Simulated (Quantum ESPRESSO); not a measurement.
# Li3ClO (Pm-3m): modes at Γ and the response to a field, part 3 of 3

Aim: the zone-centre modes of Li3ClO (Pm-3m).

Quantum ESPRESSO 7.5; DFT LDA, scalar-relativistic, plane waves, PseudoDojo norm-conserving pseudopotentials.

So far. Step 5 (Zone-centre response): The acoustic modes at Γ come out as far as 2.3 cm⁻¹ from zero, where they should vanish, a small numerical error; the Born charges miss their sum rule by 1.3e-4 e, which is good. Step 6 (Modes with the sum rule): The rule moves no optical mode by more than 0.1 cm⁻¹. The relaxed cell has a = 3.769 Å (conventional setting).

## Step 7: Sum rules set otherwise: a sum rule for molecules or wires on a crystal

This rule also removes rotations, which suits molecules and not a crystal; it is tried to see the harm.

Input file dynmat.in:

```
 &input
    fildyn='g.dyn',
    asr='zero-dim',
    fileig='dynmat.eig',
    lperm=.true.,
 /
```

Run with:

```sh
> dynmat.x -in dynmat.in > dynmat.out
```

The log of the run:

```text
[banner, memory and clock lines left out]
Program DYNMAT v.7.5

     Reading Dynamical Matrix from file g.dyn
     ...Force constants read
     ...epsilon and Z* read
     Acoustic Sum Rule: || Z*(ASR) - Z*(orig)|| =    1.287287E-01
     Acoustic Sum Rule: ||dyn(ASR) - dyn(orig)||=    1.664665E-01
     A direction for q was not specified:TO-LO splitting will be absent

     Polarizability (A^3 units)
     multiply by 0.566606 for Clausius-Mossotti correction
         9.776827    0.000000    0.000000
         0.000000    9.776827    0.000000
         0.000000    0.000000    9.776827

     IR activities are in (D/A)^2/amu units

# mode   [cm-1]    [THz]      IR
    1     -0.00   -0.0000    0.0000
    2     -0.00   -0.0000    0.0000
    3     -0.00   -0.0000    0.0000
    4     -0.00   -0.0000    0.0000
    5      0.00    0.0000    0.0000
    6      0.00    0.0000    0.0000
    7    159.34    4.7769    5.6023
    8    203.57    6.1029    7.1679
    9    203.57    6.1029    7.1679
   10    315.74    9.4656    6.4833
   11    315.74    9.4656    6.4833
   12    377.78   11.3254    8.9942
   13    597.84   17.9229    4.8533
   14    599.56   17.9744    5.8477
   15    599.56   17.9744    5.8477

Electronic dielectric permittivity tensor (relative, adimensional)
         3.294685    0.000000    0.000000
         0.000000    3.294685    0.000000
         0.000000    0.000000    3.294685

 ... with zone-center polar mode contributions
        13.994359    0.570893    0.570893
         0.570893   13.994359    0.570893
         0.570893    0.570893   13.994359

[end of the log left out, with the tail of the file of modes that dynmat.x writes under the same name]
```

The job ended after 0.45 s (1 thread of Arm Neoverse V1, shared host).

The program raised no error, yet the settings are not those of a careful run.

The fault: a sum rule for molecules or wires on a crystal; 3 optical modes are projected out to zero frequency, as if they were rotations, and the static dielectric tensor is spoilt.

For a crystal the rule has to be 'simple' or 'crystal'.

Zone-centre frequencies as printed; negative means imaginary. Modes:

| mode | frequency (cm⁻¹) |
| --- | --- |
| 1 | 0 |
| 2 | 0 |
| 3 | 0 |
| 4 | 0 |
| 5 | 0 |
| 6 | 0 |
| 7 | 159.3 |
| 8 | 203.6 |
| 9 | 203.6 |
| 10 | 315.7 |
| 11 | 315.7 |
| 12 | 377.8 |
| 13 | 597.8 |
| 14 | 599.6 |
| 15 | 599.6 |

## Step 8: Sum rules set otherwise (asr no)

Without the rule the raw error of the acoustic modes shows.

Input file dynmat.in:

```
 &input
    fildyn='g.dyn',
    asr='no',
    fileig='dynmat.eig',
    lperm=.true.,
 /
```

Run with:

```sh
> dynmat.x -in dynmat.in > dynmat.out
```

The log of the run:

```text
[banner, memory and clock lines left out]
Program DYNMAT v.7.5

     Reading Dynamical Matrix from file g.dyn
     ...Force constants read
     ...epsilon and Z* read
     A direction for q was not specified:TO-LO splitting will be absent

     Polarizability (A^3 units)
     multiply by 0.566606 for Clausius-Mossotti correction
         9.776827    0.000000    0.000000
         0.000000    9.776827    0.000000
         0.000000    0.000000    9.776827

     IR activities are in (D/A)^2/amu units

# mode   [cm-1]    [THz]      IR
    1      2.30    0.0689    0.0000
    2      2.30    0.0689    0.0000
    3      2.30    0.0689    0.0000
    4    159.34    4.7770    5.6030
    5    159.34    4.7770    5.6030
    6    159.34    4.7770    5.6030
    7    225.15    6.7499    0.0000
    8    225.15    6.7499    0.0000
    9    225.15    6.7499    0.0000
   10    377.77   11.3253    8.9934
   11    377.77   11.3253    8.9934
   12    377.77   11.3253    8.9934
   13    597.84   17.9229    4.8530
   14    597.84   17.9229    4.8530
   15    597.84   17.9229    4.8530

Electronic dielectric permittivity tensor (relative, adimensional)
         3.294685    0.000000    0.000000
         0.000000    3.294685    0.000000
         0.000000    0.000000    3.294685

 ... with zone-center polar mode contributions
        15.136770    0.000000    0.000000
         0.000000   15.136770   -0.000000
         0.000000   -0.000000   15.136770

[end of the log left out, with the tail of the file of modes that dynmat.x writes under the same name]
```

Elapsed: 0.45 s, on 1 thread.

Zone-centre frequencies as printed; negative means imaginary. Modes:

| mode | frequency (cm⁻¹) |
| --- | --- |
| 1 | 2.3 |
| 2 | 2.3 |
| 3 | 2.3 |
| 4 | 159.3 |
| 5 | 159.3 |
| 6 | 159.3 |
| 7 | 225.2 |
| 8 | 225.2 |
| 9 | 225.2 |
| 10 | 377.8 |
| 11 | 377.8 |
| 12 | 377.8 |
| 13 | 597.8 |
| 14 | 597.8 |
| 15 | 597.8 |

Against the first rule no mode moves by more than 2.4 cm⁻¹.

## Step 9: Modes along a direction of q (1 0 0)

A longitudinal polar mode sets up a macroscopic field that stiffens it; the term hangs on the direction from which q goes to zero.

Input file dynmat.in:

```
 &input
    fildyn='g.dyn',
    asr='simple',
    fileig='dynmat.eig',
    q(1)=1.0,
    q(2)=0.0,
    q(3)=0.0,
 /
```

Run with:

```sh
> dynmat.x -in dynmat.in > dynmat.out
```

The log of the run:

```text
[banner, memory and clock lines left out]
Program DYNMAT v.7.5

     Reading Dynamical Matrix from file g.dyn
     ...Force constants read
     ...epsilon and Z* read

     Polarizability (A^3 units)
     multiply by 0.566606 for Clausius-Mossotti correction
         9.776827    0.000000    0.000000
         0.000000    9.776827    0.000000
         0.000000    0.000000    9.776827

     IR activities are in (D/A)^2/amu units

# mode   [cm-1]    [THz]      IR
    1     -0.00   -0.0000    0.0000
    2     -0.00   -0.0000    0.0000
    3      0.00    0.0000    0.0000
    4    159.34    4.7770    5.6023
    5    159.34    4.7770    5.6023
    6    225.17    6.7504    0.0000
    7    225.17    6.7504    0.0000
    8    225.17    6.7504    0.0000
    9    231.24    6.9325    0.8256
   10    377.76   11.3249    8.9948
   11    377.76   11.3249    8.9948
   12    486.03   14.5707    4.6065
   13    597.83   17.9225    4.8527
   14    597.83   17.9225    4.8527
   15    686.26   20.5737   14.0177

[end of the log left out, with the tail of the file of modes that dynmat.x writes under the same name]
```

Elapsed: 0.45 s, on 1 thread.

This step gave:

```yaml
highest_mode_moved_by_the_lo_to_term: 686.3 cm⁻¹
```

Zone-centre frequencies as printed; negative means imaginary. Modes:

| mode | frequency (cm⁻¹) |
| --- | --- |
| 1 | 0 |
| 2 | 0 |
| 3 | 0 |
| 4 | 159.3 |
| 5 | 159.3 |
| 6 | 225.2 |
| 7 | 225.2 |
| 8 | 225.2 |
| 9 | 231.2 |
| 10 | 377.8 |
| 11 | 377.8 |
| 12 | 486 |
| 13 | 597.8 |
| 14 | 597.8 |
| 15 | 686.3 |

The field moves 3 modes; the highest of them now lies at 686 cm⁻¹, where the highest that moved away lay at 598.

## Step 10: Outcome

```
space group after relaxation                                           : Pm-3m
volume per atom                                                        : 10.7 Å³
gap on the k-mesh                                                      : 4.70 eV
highest optical zone-centre mode (no LO-TO term)                       : 597.8 cm⁻¹
lowest optical zone-centre mode                                        : 159.3 cm⁻¹
highest mode moved by the LO-TO term                                   : 686.3 cm⁻¹
mean high-frequency dielectric constant                                : 3.29
largest Born charge in size (third of the trace)                       : 2.07 e
mean static dielectric constant                                        : 15.1
imaginary optical modes at the zone centre (no q mesh in this session) : none
```

**Reading.** At the LDA level the optical modes of Li3ClO (Pm-3m) at the zone centre (no LO-TO term) run from 159 to 598 cm⁻¹. Along the directions run, the highest mode that the macroscopic field moves lies at 686 cm⁻¹. Lattice motion raises the mean dielectric constant from 3.295 to 15.14. Of the 12 optical modes, 9 are infrared active alone and 3 are silent. These are harmonic frequencies at zero temperature: anharmonic shifts and linewidths and thermal expansion are left out. The structure comes from a database and need not be the phase that is stable at ambient conditions.

[Host names and launcher messages were left out of these logs when they were recorded.]

[Logs are printed without paths, hosts, clocks, repeated set-up lines and the standing remarks that a program may print on its own settings, such as how far it seeks lower states.]

[Hosts, paths, dates, database ids (printed as entryN), source tags and the programs' standing remarks are cut or masked in the printed files.]
